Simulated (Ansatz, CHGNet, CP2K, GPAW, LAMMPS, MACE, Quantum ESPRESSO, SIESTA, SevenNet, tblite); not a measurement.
## Atom list for Glassy 69SiO2-19Al2O3-6SrO-6Li2O (mol %) (106 atoms)

106 atoms (22 Si, 12 Al, 2 Sr, 4 Li, 66 O) placed at random at 3.07 g/cm³, melted at 4000 K for 10 ps at fixed volume with the Morse and Coulomb pair potential with partial charges (Pedone, Malavasi, Menziani, Cormack and Segre, J. Phys. Chem. B 110, 11780 (2006)). Quenched from 4000 K to 300 K at 50 K/ps and fixed volume, held 5 ps.

This is the geometry as built. Method: Kohn-Sham DFT, PBE, PAW, atomic orbitals (dzp); LCAO dzp; h 0.18 Å; levels smeared at 580 K (GPAW 26.7.0); Γ point; density 3.07 g/cm³.

Cell vectors (Å):

```
10.593 0.000 0.000
0.000 10.593 0.000
0.000 0.000 10.593
```

Positions (Å):

```
1 Si 7.916 7.222 1.706
2 Si 1.411 4.029 4.511
3 Si 3.834 9.720 7.611
4 Si 7.972 10.370 5.600
5 Si 5.662 6.018 6.555
6 Si 6.573 1.797 2.692
7 Si 2.887 4.864 9.070
8 Si 8.952 5.038 10.577
9 Si 4.640 7.535 9.877
10 Si 9.233 3.260 2.450
11 Si 5.000 9.800 4.807
12 Si 9.476 4.836 5.949
13 Si 7.134 5.335 3.747
14 Si 1.480 1.020 7.260
15 Si 7.315 8.055 8.220
16 Si 3.890 2.099 5.276
17 Si 9.530 0.570 10.214
18 Si 5.144 3.997 1.454
19 Si 7.030 10.110 0.953
20 Si 3.503 0.890 0.524
21 Si 1.137 9.133 2.956
22 Si 4.071 9.006 2.155
23 Al 6.830 2.585 5.936
24 Al 4.464 2.245 8.355
25 Al 2.361 6.454 6.571
26 Al 1.945 4.913 1.402
27 Al 0.149 6.598 8.501
28 Al 6.807 0.745 8.629
29 Al 6.587 4.052 9.126
30 Al 0.371 7.529 0.527
31 Al 10.253 7.820 5.448
32 Al 10.346 1.043 4.433
33 Al 1.353 2.404 10.335
34 Al 1.483 9.518 9.462
35 Sr 9.632 2.868 7.884
36 Sr 3.793 6.411 3.717
37 Li 9.894 9.267 7.772
38 Li 10.549 6.215 2.849
39 Li 0.660 1.267 2.018
40 Li 7.406 7.749 4.927
41 O 3.945 8.531 8.751
42 O 10.229 2.359 3.267
43 O 3.982 10.487 1.754
44 O 0.949 0.024 3.616
45 O 8.444 1.166 9.205
46 O 5.083 2.784 6.045
47 O 10.490 10.173 9.293
48 O 6.585 9.734 5.161
49 O 4.085 1.784 10.022
50 O 6.212 7.479 9.372
51 O 5.666 4.105 10.568
52 O 7.781 5.976 0.754
53 O 4.393 0.760 4.674
54 O 3.714 4.734 1.690
55 O 1.056 7.897 9.513
56 O 7.571 1.077 6.463
57 O 0.904 7.544 6.661
58 O 2.174 10.228 7.730
59 O 7.061 8.514 1.314
60 O 8.958 9.118 5.936
61 O 1.884 5.693 8.141
62 O 4.940 8.802 3.532
63 O 0.715 9.193 1.378
64 O 8.246 4.184 9.501
65 O 1.976 4.198 10.349
66 O 4.393 8.031 0.843
67 O 6.308 5.549 5.075
68 O 6.105 4.840 2.559
69 O 8.584 10.382 0.657
70 O 7.059 9.669 8.131
71 O 1.213 4.498 2.991
72 O 3.572 3.720 8.426
73 O 0.115 3.782 5.453
74 O 6.686 2.276 4.215
75 O 2.673 8.635 2.945
76 O 6.069 5.030 7.702
77 O 10.163 5.943 10.072
78 O 8.443 4.433 3.443
79 O 9.630 4.176 1.192
80 O 9.321 6.287 5.310
81 O 4.194 9.295 6.071
82 O 9.476 7.385 1.654
83 O 6.300 2.439 8.432
84 O 10.428 1.730 0.217
85 O 2.319 1.870 1.160
86 O 4.652 0.490 7.853
87 O 2.774 3.063 4.455
88 O 0.282 0.946 6.260
89 O 8.826 0.361 4.287
90 O 8.794 7.692 8.450
91 O 2.587 10.418 10.308
92 O 1.525 6.624 1.365
93 O 2.726 1.683 6.527
94 O 6.131 0.008 10.381
95 O 7.943 2.391 1.993
96 O 0.345 8.195 3.965
97 O 1.990 5.409 5.216
98 O 6.541 7.384 6.862
99 O 1.239 1.971 8.619
100 O 10.027 5.265 7.416
101 O 8.170 3.856 6.154
102 O 6.576 0.285 2.303
103 O 5.281 2.511 1.974
104 O 7.402 6.789 3.189
105 O 4.080 6.407 6.354
106 O 3.872 6.156 9.558
```

**Question.** What force acts on each atom?

Columns: atom, fx, fy, fz (forces in eV/Å).

```
1 0.476 1.299 -0.882
2 2.588 0.689 0.513
3 0.676 0.818 1.265
4 2.644 1.180 -2.007
5 1.017 0.964 1.386
6 1.396 2.795 0.701
7 -0.326 4.739 4.077
8 -1.525 3.008 3.528
9 1.717 0.143 -0.924
10 -4.682 0.900 0.806
11 0.990 3.074 0.179
12 -0.048 0.537 0.462
13 -0.010 -3.780 -3.640
14 1.435 2.426 1.224
15 -4.029 1.260 0.305
16 -4.964 1.493 1.685
17 -1.475 -2.283 -0.760
18 0.523 2.215 0.867
19 1.055 -0.467 -0.029
20 -1.734 -1.829 1.683
21 -1.795 2.016 -1.957
22 -1.168 -1.080 -2.059
23 0.769 0.828 -1.009
24 -0.343 -1.299 -0.144
25 -1.803 -0.838 0.844
26 1.144 0.779 0.494
27 -0.909 -0.122 -2.097
28 -0.273 -2.726 1.642
29 -1.684 1.060 -0.555
30 -2.066 1.152 1.730
31 -1.468 0.298 1.018
32 1.303 -1.119 1.169
33 2.469 -0.304 -0.285
34 0.818 1.599 0.300
35 -0.214 -1.174 0.702
36 -0.011 -1.312 -0.688
37 -1.033 -0.081 -0.018
38 0.022 0.378 0.060
39 0.646 -0.706 -0.137
40 0.138 0.312 0.635
41 -1.405 1.423 -1.621
42 2.427 -0.137 0.333
43 0.845 3.611 0.058
44 0.751 1.366 -0.131
45 -0.057 1.808 -1.838
46 -0.032 1.784 2.357
47 -0.750 0.487 -0.607
48 -1.698 -1.679 -1.092
49 2.017 2.694 -2.125
50 -0.217 -0.482 1.209
51 0.145 0.596 -1.264
52 -1.069 -3.073 -2.716
53 1.052 -3.552 -2.828
54 -1.118 0.730 0.870
55 -0.607 -2.329 -1.128
56 0.205 1.136 2.906
57 0.315 0.525 1.469
58 0.130 -4.031 0.909
59 -1.388 0.069 0.329
60 1.407 -2.437 1.177
61 -1.753 0.877 -1.133
62 1.356 -1.554 -0.152
63 -0.270 -0.063 -0.907
64 0.324 -1.917 -2.383
65 -1.562 -0.778 -0.332
66 -0.174 -0.286 1.319
67 -1.888 0.344 1.610
68 -1.520 0.221 0.422
69 2.434 -0.385 1.190
70 0.522 -0.903 -1.429
71 -1.058 0.513 -1.669
72 2.615 -3.541 -3.566
73 -1.071 -1.406 0.073
74 -0.123 0.074 0.234
75 1.614 -1.780 0.810
76 0.195 -1.832 1.383
77 1.863 0.916 -0.490
78 2.355 -0.300 1.143
79 2.514 -0.129 -0.325
80 -0.827 1.865 -2.410
81 -2.002 -2.494 1.267
82 3.096 0.677 0.536
83 -0.539 0.465 -1.163
84 0.321 1.849 1.968
85 -1.201 1.049 1.041
86 1.628 0.759 0.107
87 0.596 -0.754 -0.374
88 -2.983 0.129 -1.523
89 -2.149 -0.497 0.469
90 4.604 -1.252 0.245
91 0.214 -0.671 -0.221
92 1.303 -2.325 1.556
93 2.899 1.624 -1.377
94 -1.633 1.147 -2.861
95 0.351 -0.176 -1.561
96 -0.289 -2.131 -0.266
97 0.552 1.105 -0.578
98 0.428 0.656 -1.659
99 -0.312 0.087 -1.174
100 0.208 -0.479 1.616
101 -0.472 -0.757 0.141
102 -0.607 -2.665 1.641
103 -1.297 -2.757 0.586
104 0.238 3.695 1.675
105 0.791 0.355 -0.853
106 -0.619 -1.807 0.636
```

The quench rate of 50 K/ps is many orders above laboratory rates, so the cell is likely richer in defects and strain than a real sample. The network of bonds at the start is that of the classical potential that made the cell, and needn't be the one that DFT or experiment would give. Only the Γ point is sampled, in a cell whose shortest periodic width is 11 Å.

The r.m.s. force component is 1.58 eV/Å; the longest force, 6.26 eV/Å, acts on Si7.

[Long decimals in the printed logs are rounded to 6 places.]

[Logs are printed without paths, hosts, clocks, repeated set-up lines and the standing remarks that a program may print on its own settings, such as how far it seeks lower states.]

[Hosts, paths, dates, database ids (printed as entryN), source tags and the programs' standing remarks are cut or masked in the printed files.]
